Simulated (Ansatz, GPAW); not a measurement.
**Work function of La/Cu(111) at several levels**

How far do functional and basis move the work function of La/Cu(111)?

Program: GPAW 26.7.0 and Ansatz 0.2.0. Level of theory: Ansatz plane waves; slab in vacuum with a dipole correction, relaxation; PAW set soft_1, in the first sound run; inputs show where later runs differ. Results are calculated unless marked as measured.

## Step 1: The starting structure

The cell holds 17 atoms: 16 Cu and 1 La. Cell: a = 5.105 Å, b = 5.105 Å, c = 25.493 Å, α = 90.0°, β = 90.0°, γ = 60.0°. Vacuum lies along c.

## Step 2: Relaxing the atoms

The atoms are relaxed first, since the surface dipole, and with it the work function, follows the positions of the outer layers. The lowest 12 atoms are held at bulk positions and keep their forces.

File input.yaml:

```yaml
crystal:
  lattice:
    - [5.1053109602, 0.0, 0.0]
    - [2.5526554801, 4.4213289857, 0.0]
    - [0.0, 0.0, 25.4927687825]
  atoms:
    - { symbol: Cu, position: [0.0, 0.0, 0.3138144808] }
    - { symbol: Cu, position: [0.1666666666, 0.1666666666, 0.3955723506] }
    - { symbol: Cu, position: [0.3333333334, 0.3333333334, 0.4773302205] }
    - { symbol: Cu, position: [0.0, 0.0, 0.5590880903] }
    - { symbol: Cu, position: [0.0, 0.5, 0.3138144808] }
    - { symbol: Cu, position: [0.1666666666, 0.6666666667, 0.3955723506] }
    - { symbol: Cu, position: [0.3333333334, 0.8333333334, 0.4773302205] }
    - { symbol: Cu, position: [0.0, 0.5, 0.5590880903] }
    - { symbol: Cu, position: [0.5, 0.0, 0.3138144808] }
    - { symbol: Cu, position: [0.6666666666, 0.1666666666, 0.3955723506] }
    - { symbol: Cu, position: [0.8333333334, 0.3333333334, 0.4773302205] }
    - { symbol: Cu, position: [0.5, 0.0, 0.5590880903] }
    - { symbol: Cu, position: [0.5, 0.5, 0.3138144808] }
    - { symbol: Cu, position: [0.6666666666, 0.6666666667, 0.3955723506] }
    - { symbol: Cu, position: [0.8333333333, 0.8333333334, 0.4773302205] }
    - { symbol: Cu, position: [0.5, 0.5, 0.5590880903] }
    - { symbol: La, position: [0.1666666667, 0.1666666667, 0.6861855192] }
kpoints:
  mp_grid: { grid: [7, 7, 1] }
hamiltonian:
  xc: pbe
  pseudopotentials: { kind: paw, azcp: { folder: soft_1 } }
scf:
  occupations: { method: fermi_dirac, width: 0.1 }
efield:
  axis: 3
  dipole_correction: true
  ramp_width: 0.05
relax:
  f_tol: 0.02
  max_steps: 60
  constraints: [{ sites: [0, 1, 2, 4, 5, 6, 8, 9, 10, 12, 13, 14] }]
output:
  write_potential: true
  write_density: true
  volumetric_format: npy
```

The run is started by

```
$ ansatz run input.yaml --threads 4 --pin off --max-ram 8192MiB --backend cpu --events-out ev --progress --plain --runs-dir out
```

Numbers of over 12 decimals in the logs are rounded to 6 here.

What it wrote:

```text
Engine: ansatz 0.2.0, aarch64-unknown-linux-gnu
Pseudopotentials: kind: paw
Pseudopotential: Cu, paw, valence charge 19, recommended cutoff 420 eV (normal), soft_1/Cu.paw.azcp
Pseudopotential: La, paw, valence charge 11, recommended cutoff 420 eV (normal), soft_1/La.paw.azcp
Functional definition: PBE
  parameter kappa = 0.804
  parameter beta = 0.066725
  exchange = pbe_x(kappa = kappa, mu = beta*pi^2/3)
  correlation = pbe_c(beta = beta)
Crystal: 17 atoms, lattice volume = 575.429 Å³
Basis set: ecut = 420 eV, 11323 PW (Γ), exchange–correlation on 72×72×360 points (8 copies of the dense FFT grid, shifted against one another)
Bands: 189, of which v1, the nominal top of the filled ones, is band 158 counted from 1 (157 counted from 0)
Symmetry: 6 space group operations
Space group: P3m1 (ITA 156), of the structure as read, at distance tolerance 8.3e-5 Å
k-points: 8 of 49 (time reversal used)
Non-local potential: Cu, projectors of the file, l = 0: 3, l = 1: 2, l = 2: 3, l = 3: 1
Non-local potential: La, projectors of the file, l = 0: 3, l = 1: 2, l = 2: 2, l = 3: 3
PAW form: soft (Blöchl's): semilocal exchange-correlation on the pseudo side does not see the compensation charge
PAW one-centre angular grid: Cu, 590 points (default); XC on 64 Gauss nodes
PAW one-centre angular grid: La, 590 points (default); XC on 64 Gauss nodes
Initial density: superposition of atomic densities (neutral atoms: chi_scale 0, normalization atom)
Initial wavefunctions: pseudopotential atomic-orbital guess
Functional: x = pbe(κ = 0.804, μ = 0.219515), c = pbe(β = 0.066725)
SCF iter   1: F=—  HF=-112262.762593 eV  |F-HF|=—  |Δ(HF+E_count)|=         —  Δρ=1.44e-1  dr2=7.73e1  ethr=3.10e-3  p=-0.000 e·Å  D=-1.96e-6 V/Å  ΔV_dip=0.00 eV  dr2_dipole=3.04e0  V_vac-E_F(+/−)=4.26/4.26 eV  ⟨swp⟩=7.0  Hψ=6120  notcnv=0  defer=23
efield: sawtooth ramp at fractional position 0.9750 (placed from the atoms, in the widest stretch of the axis that holds none; the zero of the levels goes with the place), width 0.0500; the density the first Hamiltonian is built on has a dipole p = -0.000 e·Å; the dipole correction subtracts the counter field D = -1.96e-6 V/Å, which shifts the + side's vacuum level by +0.00 eV against the − side's; the planar-averaged density in the ramp window peaks in size at 6.2e-5 e/Å³
preconditioner: auto → LDOS  [metal: Δε(μ)=0.034 eV  Ē_g=5.577 eV  σ=0.100 eV  W_gap=0.09  n_scr=128 (ndim 8)  ℏωp=21.1 eV  f_vac=0.543  D(μ)=11.51/eV (n_scr^D=80)  β→1.0]
SCF iter   2: F=—  HF=-112342.783148 eV  |F-HF|=—  |Δ(HF+E_count)|=    8.00e1  Δρ=3.09e-1  dr2=1.11e3  ethr=3.10e-3  p=0.434 e·Å  D=1.36e-1 V/Å  ΔV_dip=-3.48 eV  dr2_dipole=3.96e2  V_vac-E_F(+/−)=2.05/5.52 eV  ⟨swp⟩=4.0  Hψ=5022  notcnv=0  defer=55  recentre
SCF iter   3: F=—  HF=-112249.872611 eV  |F-HF|=—  |Δ(HF+E_count)|=    9.29e1  Δρ=1.69e-2  dr2=2.43e1  ethr=3.10e-3  p=0.101 e·Å  D=3.17e-2 V/Å  ΔV_dip=-0.81 eV  dr2_dipole=1.29e1  V_vac-E_F(+/−)=4.27/5.08 eV  ⟨swp⟩=4.0  Hψ=4109  notcnv=0  defer=82
SCF iter   4: F=—  HF=-112249.908220 eV  |F-HF|=—  |Δ(HF+E_count)|=   3.56e-2  Δρ=2.74e-2  dr2=5.82e0  ethr=3.10e-3  p=0.183 e·Å  D=5.76e-2 V/Å  ΔV_dip=-1.47 eV  dr2_dipole=1.64e0  V_vac-E_F(+/−)=3.19/4.66 eV  ⟨swp⟩=3.5  Hψ=2799  notcnv=0  defer=43
SCF iter   5: F=—  HF=-112249.075034 eV  |F-HF|=—  |Δ(HF+E_count)|=   8.33e-1  Δρ=1.22e-2  dr2=1.99e0  ethr=1.85e-3  p=0.219 e·Å  D=6.90e-2 V/Å  ΔV_dip=-1.76 eV  dr2_dipole=6.25e-1  V_vac-E_F(+/−)=3.05/4.81 eV  ⟨swp⟩=3.2  Hψ=2378  notcnv=0  defer=54
SCF iter   6: F=—  HF=-112248.849328 eV  |F-HF|=—  |Δ(HF+E_count)|=   2.26e-1  Δρ=1.01e-2  dr2=4.08e-1  ethr=6.33e-4  p=0.222 e·Å  D=6.99e-2 V/Å  ΔV_dip=-1.78 eV  dr2_dipole=4.53e-3  V_vac-E_F(+/−)=3.00/4.78 eV  ⟨swp⟩=3.1  Hψ=2504  notcnv=0  defer=54
SCF iter   7: F=—  HF=-112249.386483 eV  |F-HF|=—  |Δ(HF+E_count)|=   5.37e-1  Δρ=6.92e-2  dr2=7.12e1  ethr=1.30e-4  p=0.230 e·Å  D=7.23e-2 V/Å  ΔV_dip=-1.84 eV  dr2_dipole=1.87e1  V_vac-E_F(+/−)=3.28/5.12 eV  ⟨swp⟩=2.4  Hψ=2518  notcnv=0  defer=54  recentre
SCF iter   8: F=—  HF=-112248.871435 eV  |F-HF|=—  |Δ(HF+E_count)|=   5.15e-1  Δρ=1.94e-2  dr2=6.04e0  ethr=1.30e-4  p=0.229 e·Å  D=7.20e-2 V/Å  ΔV_dip=-1.84 eV  dr2_dipole=1.65e0  V_vac-E_F(+/−)=3.03/4.86 eV  ⟨swp⟩=2.0  Hψ=2576  notcnv=0  defer=59
SCF iter   9: F=—  HF=-112249.224606 eV  |F-HF|=—  |Δ(HF+E_count)|=   3.53e-1  Δρ=5.77e-2  dr2=4.97e1  ethr=1.30e-4  p=0.231 e·Å  D=7.25e-2 V/Å  ΔV_dip=-1.85 eV  dr2_dipole=1.29e1  V_vac-E_F(+/−)=3.17/5.02 eV  ⟨swp⟩=2.0  Hψ=2384  notcnv=0  defer=59  recentre
SCF iter  10: F=—  HF=-112249.878524 eV  |F-HF|=—  |Δ(HF+E_count)|=   6.54e-1  Δρ=9.78e-2  dr2=1.38e2  ethr=1.30e-4  p=0.230 e·Å  D=7.25e-2 V/Å  ΔV_dip=-1.85 eV  dr2_dipole=3.50e1  V_vac-E_F(+/−)=3.35/5.20 eV  ⟨swp⟩=2.0  Hψ=2356  notcnv=0  defer=59
SCF iter  11: F=—  HF=-112248.800763 eV  |F-HF|=—  |Δ(HF+E_count)|=    1.08e0  Δρ=7.01e-3  dr2=6.44e-1  ethr=1.30e-4  p=0.230 e·Å  D=7.24e-2 V/Å  ΔV_dip=-1.85 eV  dr2_dipole=1.15e-1  V_vac-E_F(+/−)=2.98/4.82 eV  ⟨swp⟩=2.0  Hψ=2463  notcnv=0  defer=59
SCF iter  12: F=—  HF=-112248.787000 eV  |F-HF|=—  |Δ(HF+E_count)|=   1.38e-2  Δρ=1.89e-3  dr2=5.11e-2  ethr=1.30e-4  p=0.233 e·Å  D=7.32e-2 V/Å  ΔV_dip=-1.87 eV  dr2_dipole=1.93e-2  V_vac-E_F(+/−)=2.93/4.80 eV  ⟨swp⟩=1.9  Hψ=1538  notcnv=0  defer=59
SCF iter  13: F=—  HF=-112248.790380 eV  |F-HF|=—  |Δ(HF+E_count)|=   3.38e-3  Δρ=3.52e-3  dr2=1.68e-1  ethr=1.62e-5  p=0.237 e·Å  D=7.44e-2 V/Å  ΔV_dip=-1.90 eV  dr2_dipole=3.76e-2  V_vac-E_F(+/−)=2.92/4.82 eV  ⟨swp⟩=2.0  Hψ=2320  notcnv=0  defer=59  recentre
SCF iter  14: F=—  HF=-112248.786325 eV  |F-HF|=—  |Δ(HF+E_count)|=   4.05e-3  Δρ=9.98e-4  dr2=1.26e-2  ethr=1.62e-5  p=0.237 e·Å  D=7.46e-2 V/Å  ΔV_dip=-1.90 eV  dr2_dipole=1.70e-3  V_vac-E_F(+/−)=2.91/4.81 eV  ⟨swp⟩=1.0  Hψ=1451  notcnv=0  defer=59
SCF iter  15: F=—  HF=-112248.786454 eV  |F-HF|=—  |Δ(HF+E_count)|=   1.28e-4  Δρ=8.67e-4  dr2=1.00e-2  ethr=3.99e-6  p=0.239 e·Å  D=7.51e-2 V/Å  ΔV_dip=-1.91 eV  dr2_dipole=1.85e-3  V_vac-E_F(+/−)=2.89/4.81 eV  ⟨swp⟩=1.0  Hψ=1451  notcnv=0  defer=59
SCF iter  16: F=—  HF=-112248.786212 eV  |F-HF|=—  |Δ(HF+E_count)|=   2.42e-4  Δρ=2.22e-4  dr2=6.05e-4  ethr=3.19e-6  p=0.241 e·Å  D=7.56e-2 V/Å  ΔV_dip=-1.93 eV  dr2_dipole=1.03e-4  V_vac-E_F(+/−)=2.87/4.80 eV  ⟨swp⟩=1.2  Hψ=1487  notcnv=0  defer=59
SCF iter  17: F=—  HF=-112248.785982 eV  |F-HF|=—  |Δ(HF+E_count)|=   2.30e-4  Δρ=7.29e-5  dr2=6.03e-5  ethr=1.92e-7  p=0.241 e·Å  D=7.59e-2 V/Å  ΔV_dip=-1.93 eV  dr2_dipole=1.49e-5  V_vac-E_F(+/−)=2.87/4.80 eV  ⟨swp⟩=2.0  Hψ=2309  notcnv=0  defer=60
[...]
relax step   6: F+E_penalty+E_count = -112249.90377767 eV  Δ(F+E_penalty+E_count) = -6.545e-2 eV  max|allowed force component| = 1.210e-1 eV/Å  Δτ_max = 0.1235 Å  (8 SCF iters, dr2 threshold 2.25e-5 eV, accepted)
[...]
relax step   7: F+E_penalty+E_count = -112249.91229097 eV  Δ(F+E_penalty+E_count) = -8.513e-3 eV  max|allowed force component| = 1.055e-1 eV/Å  Δτ_max = 0.1037 Å  (10 SCF iters, dr2 threshold 1.35e-6 eV, accepted)
[...]
relax step   8: F+E_penalty+E_count = -112249.91355995 eV  Δ(F+E_penalty+E_count) = -1.269e-3 eV  max|allowed force component| = 1.880e-2 eV/Å  Δτ_max = 0.0296 Å  (8 SCF iters, dr2 threshold 1.03e-6 eV, accepted)
iter 1 solved again at ethr=1.77e-10 eV; its pass at ethr=3.10e-3 eV (dr2=5.57e-7 eV) is discarded
SCF iter   1: F=—  HF=-112249.913596 eV  |F-HF|=—  |Δ(HF+E_count)|=         —  Δρ=7.87e-6  dr2=5.56e-7  ethr=1.77e-10  p=0.274 e·Å  D=8.61e-2 V/Å  ΔV_dip=-2.20 eV  dr2_dipole=1.04e-7  V_vac-E_F(+/−)=2.61/4.81 eV  ⟨swp⟩=1.0  Hψ=3552  notcnv=0  defer=61
efield: sawtooth ramp at fractional position 0.9750 (handed on by an earlier solve), width 0.0500; the density the first Hamiltonian is built on has a dipole p = 0.274 e·Å; the dipole correction subtracts the counter field D = 8.61e-2 V/Å, which shifts the + side's vacuum level by -2.20 eV against the − side's; the planar-averaged density in the ramp window peaks in size at 5.6e-5 e/Å³
preconditioner: auto → LDOS  [metal: Δε(μ)=0.055 eV  Ē_g=6.132 eV  σ=0.100 eV  W_gap=0.14  n_scr=128 (ndim 8)  ℏωp=21.1 eV  f_vac=0.570  D(μ)=9.44/eV (n_scr^D=54)  β→1.0]
SCF iter   2: F=—  HF=-112249.913561 eV  |F-HF|=—  |Δ(HF+E_count)|=   3.50e-5  Δρ=2.07e-5  dr2=1.48e-6  ethr=1.76e-10  p=0.274 e·Å  D=8.62e-2 V/Å  ΔV_dip=-2.20 eV  dr2_dipole=2.16e-8  V_vac-E_F(+/−)=2.61/4.81 eV  ⟨swp⟩=2.0  Hψ=2721  notcnv=0  defer=61
SCF iter   3: F=—  HF=-112249.913560 eV  |F-HF|=—  |Δ(HF+E_count)|=   1.42e-7  Δρ=9.41e-6  dr2=3.57e-7  ethr=1.76e-10  p=0.274 e·Å  D=8.62e-2 V/Å  ΔV_dip=-2.20 eV  dr2_dipole=1.00e-9  V_vac-E_F(+/−)=2.61/4.81 eV  ⟨swp⟩=2.0  Hψ=2695  notcnv=0  defer=61
SCF iter   4: F=—  HF=-112249.913560 eV  |F-HF|=—  |Δ(HF+E_count)|=   3.58e-8  Δρ=6.34e-6  dr2=1.58e-7  ethr=1.13e-10  p=0.274 e·Å  D=8.62e-2 V/Å  ΔV_dip=-2.20 eV  dr2_dipole=1.96e-9  V_vac-E_F(+/−)=2.61/4.81 eV  ⟨swp⟩=2.0  Hψ=2300  notcnv=0  defer=61
SCF iter   5: F=-112249.913560 eV  HF=-112249.913560 eV  |F-HF|=7.87e-9  |Δ(HF+E_count)|=   7.68e-9  Δρ=8.95e-7  dr2=9.74e-9  ethr=3.17e-11  p=0.274 e·Å  D=8.62e-2 V/Å  ΔV_dip=-2.20 eV  dr2_dipole=1.09e-9  V_vac-E_F(+/−)=2.61/4.81 eV  ⟨swp⟩=7.9  Hψ=11136  notcnv=0
SCF 9 converged in 5 iterations: F = -112249.913560 eV  dr2 = 9.74e-9
relax step   9: F+E_penalty+E_count = -112249.91356034 eV  Δ(F+E_penalty+E_count) = -3.914e-7 eV  max|allowed force component| = 1.897e-2 eV/Å  Δτ_max = 0.0000 Å  (5 SCF iters, accepted)
NSCF: frozen V_eff on 8 k-points
the band table was solved once a step of the walk had ended and its energy, with any forces and stress, was formed, with the checks that follow a solve (6075 applications of the Hamiltonian). They found nothing against the state; the energy, forces and stress were not computed again (output.eigenvalues in the input reference)
WARN: The output density's exchange-correlation potential varies sharply where the density is thin. Do not read a vacuum level from v_tot or v_xc, or from such a field of the output density. On a cell that repeats whose density bears no net charge and no dipole along the vacuum's axis use v_es (v_loc + v_h of the components); under efield.dipole_correction with no amplitude use v_es + v_field, which holds any externa [...]
SCF converged after 5 iterations
Free energy (F): -112249.913560 eV
Harris-Foulkes:  -112249.913560 eV  (|F-HF|=7.87e-9)
Internal energy: -112249.608083 eV  (E = F + TS)
E sigma→0 (E₀):  -112249.760822 eV
Entropy (-TS):   -0.305477 eV (-17.969 meV/atom)
Fermi energy:    4.004568 eV
Dipole field:    D = 0.086186 V/Å  (p = 0.274072 e·Å, saw-weighted, corrected)
Work function:   Φ+ = 2.6109 eV   Φ− = 4.8081 eV
Levels:          The Fermi level and band energies are counted from a zero that moves with the ramp; work functions are not
--- Per-component energies (eV) ---
  E_band       = -9751.266415
  E_kinetic    = 4365.455043
  E_local      = -802190.967124  (includes V_loc(G=0)·N_el)
  E_nonlocal   = 14337.551633
  E_hartree    = 393606.675927
  E_xc         = -1237.462702
  E_vxc        = -1557.662850  (∫ρ·V_xc dr)
  E_paw        = -34467.964289  (= ΣΔE_a)
  E_vpaw       = -11957.346329  (= ΣTr[D̂ρ^β])
  E_aug_tail   = 0.015061  (compensation charges beyond the density's cutoff)
  E_efield     = 0.011811  (sawtooth field / dipole correction)
  E_vefield    = 38.290749  (∫n·V_field dr)
  E_ewald      = 313337.076558
  E_smearing   = -0.305477  (= −TS)
  E_closure    = 0.000000  (closes the sum)
  Σ components = -112249.913560   (vs F -112249.913560, Δ=0.00e0)
--- Forces (eV/Å), atoms counted from 1 ---
  atom   1  Cu     0.01940134     0.01120137     0.00587707
  atom   2  Cu    -0.00000000    -0.00000000    -0.03171089
  atom   3  Cu     0.12932989     0.07466865     0.13048153
  atom   4  Cu    -0.00732405    -0.00422854    -0.01758871
  atom   5  Cu    -0.00000000    -0.02240274     0.00587707
  atom   6  Cu     0.02119163    -0.01223500     0.01828968
  atom   7  Cu     0.00000000    -0.14933730     0.13048153
  atom   8  Cu     0.00000000     0.00845709    -0.01758871
  atom   9  Cu    -0.01940134     0.01120137     0.00587707
  atom  10  Cu    -0.00000000     0.02446999     0.01828968
  atom  11  Cu    -0.12932989     0.07466865     0.13048153
  atom  12  Cu     0.00732405    -0.00422854    -0.01758871
  atom  13  Cu    -0.00000000    -0.00000000    -0.04264370
  atom  14  Cu    -0.02119163    -0.01223500     0.01828968
  atom  15  Cu    -0.00000000     0.00000000    -0.35891764
  atom  16  Cu     0.00000000    -0.00000000     0.00318704
  atom  17  La     0.00000000    -0.00000000     0.01897244
  max |Σ_I F_I| component: 6.60e-5 eV/Å
--- Band table (eV; the first three rows and the last of 8) ---
  k-point 0: bands = [... 154 lower, 3.4900, 3.4900, 4.1850, 4.2827, 4.2827, 4.3414, 4.7124, 4.8015, ... 27 higher]
  k-point 1: bands = [... 154 lower, 3.5110, 3.6013, 3.6093, 4.1187, 4.1802, 4.2146, 4.4776, 4.6954, ... 27 higher]
  k-point 2: bands = [... 154 lower, 3.3679, 3.6785, 3.7085, 4.0551, 4.0795, 4.1035, 4.6018, 4.7344, ... 27 higher]
  k-point 7: bands = [... 154 lower, 2.7055, 3.1368, 3.2986, 4.1003, 4.3537, 4.4390, 4.7418, 4.8024, ... 27 higher]
--- Relaxed structure (9 steps of the walk, 9 accepted, 0 SCFs on fresh bases) ---
  F+E_penalty+E_count = -112249.91356034 eV   max|allowed force component| = 1.897e-2 eV/Å
  atoms:
    - { symbol: Cu, position: [-3.047671047927269e-17, 8.643604843879911e-19, 0.3138144808] }
    - { symbol: Cu, position: [0.166667, 0.166667, 0.3955723506] }
    - { symbol: Cu, position: [0.333333, 0.333333, 0.4773302205] }
    - { symbol: Cu, position: [-0.00302427, -0.00302427, 0.558516] }
    - { symbol: Cu, position: [-2.7755575615628914e-17, 0.500000, 0.3138144808] }
    - { symbol: Cu, position: [0.166667, 0.666667, 0.3955723506] }
    - { symbol: Cu, position: [0.333333, 0.833333, 0.4773302205] }
    - { symbol: Cu, position: [-0.00302427, 0.506049, 0.558516] }
    - { symbol: Cu, position: [0.500000, 8.643604843879911e-19, 0.3138144808] }
    - { symbol: Cu, position: [0.666667, 0.166667, 0.3955723506] }
    - { symbol: Cu, position: [0.833333, 0.333333, 0.4773302205] }
    - { symbol: Cu, position: [0.506049, -0.00302427, 0.558516] }
    - { symbol: Cu, position: [0.500000, 0.500000, 0.3138144808] }
    - { symbol: Cu, position: [0.666667, 0.666667, 0.3955723506] }
    - { symbol: Cu, position: [0.833333, 0.833333, 0.4773302205] }
    - { symbol: Cu, position: [0.500000, 0.500000, 0.574091] }
    - { symbol: La, position: [0.166667, 0.166667, 0.649936] }
```

It took 5.7 min on 4 threads of Arm Neoverse V1, shared host; peak memory 2.5 GiB; 22 min of CPU time.

The steps of the relaxation:

```
step  energy less that of the first step (eV)  largest force component (eV/Å)
   1                                   0.0000                          1.4773
   2                                  -0.3068                          1.5003
   3                                  -0.6057                          1.4035
   4                                  -0.8860                          1.0581
   5                                  -1.0524                          0.3982
   6                                  -1.1178                          0.1210
   7                                  -1.1263                          0.1055
   8                                  -1.1276                          0.0188
   9                                  -1.1276                          0.0190
```

The run keeps the 6 symmetry operations that it works with, so distortions that break them were not tested.

The atoms that moved most (Å):

```
atom      dx      dy      dz  length
La17   0.000   0.000  -0.924   0.924
Cu16   0.000   0.000   0.382   0.382
 Cu4  -0.023  -0.013  -0.015   0.030
Cu12   0.023  -0.013  -0.015   0.030
 Cu8   0.000   0.027  -0.015   0.030
```

This step gave:

```
free energy             : -112249.9136 eV
smearing term TS        : 0.3055 eV
symmetry operations     : 6
upper work function     : 2.611 eV
lower work function     : 4.808 eV
dipole along the normal : 0.2741 e·Å
dipole field            : 0.08619 V/Å
vacuum level above      : 6.615 eV
vacuum level below      : 8.813 eV
```

The electrostatic potential energy of an electron (with the applied field's), less the Fermi level, planar mean oscillates, so the rows of the table below give means over windows of 2.2 Å about each position, cut where the curve ends. Its maxima inside the range that stand out by 2 % of the span (Å: eV): 2.0: 4.81, 9.1: -0.0518, 11.2: -0.149, 13.2: 0.0787, 15.4: -0.337. Its minima: 7.9: -19.7, 10.1: -20.1, 12.2: -20.1, 14.3: -18.7, 16.7: -5.42.

Electrostatic potential energy of an electron (with the applied field's), less the Fermi level, planar mean against z; means over each step:

```
z (Å)  electrostatic potential energy of an electron (with the applied field's), less the Fermi level, planar mean (eV)
 1.10                                                                                                              4.65
 3.30                                                                                                              4.81
 5.50                                                                                                              4.60
 7.70                                                                                                             -8.41
 9.90                                                                                                             -9.36
12.10                                                                                                             -9.27
14.30                                                                                                             -9.12
16.50                                                                                                             -3.43
18.70                                                                                                              1.66
20.90                                                                                                              2.58
23.10                                                                                                              2.61
25.30                                                                                                              2.80
```

The valence density, planar mean oscillates, so the rows of the table below give means over windows of 2.12 Å about each position, cut where the curve ends. Its maxima inside the range that stand out by 2 % of the span (Å: e/Å³): 7.9: 4.68, 10.1: 4.86, 12.2: 4.89, 14.3: 4.03, 16.6: 0.281. Its minima: 9.1: 0.244, 11.2: 0.249, 13.2: 0.229, 15.6: 0.174.

Valence density, planar mean against z; means over each step:

z (Å), valence density, planar mean (e/Å³) and a bar:
```
     3.18       0.00 
     5.30       0.00 
     7.42       1.47 ###########################
     9.54       1.60 ##############################
    11.66       1.60 ##############################
    13.78       1.53 #############################
    15.90       0.32 ######
    18.02       0.06 #
    20.14       0.00 
    22.26       0.00
```

The relaxation lowered the energy of the cell by 1.13 eV.

(Continued in part 2 of 3.)

[Logs are printed without paths, hosts, clocks, repeated set-up lines and the standing remarks that a program may print on its own settings, such as how far it seeks lower states.]

[Hosts, paths, dates, database ids (printed as entryN), source tags and the programs' standing remarks are cut or masked in the printed files.]
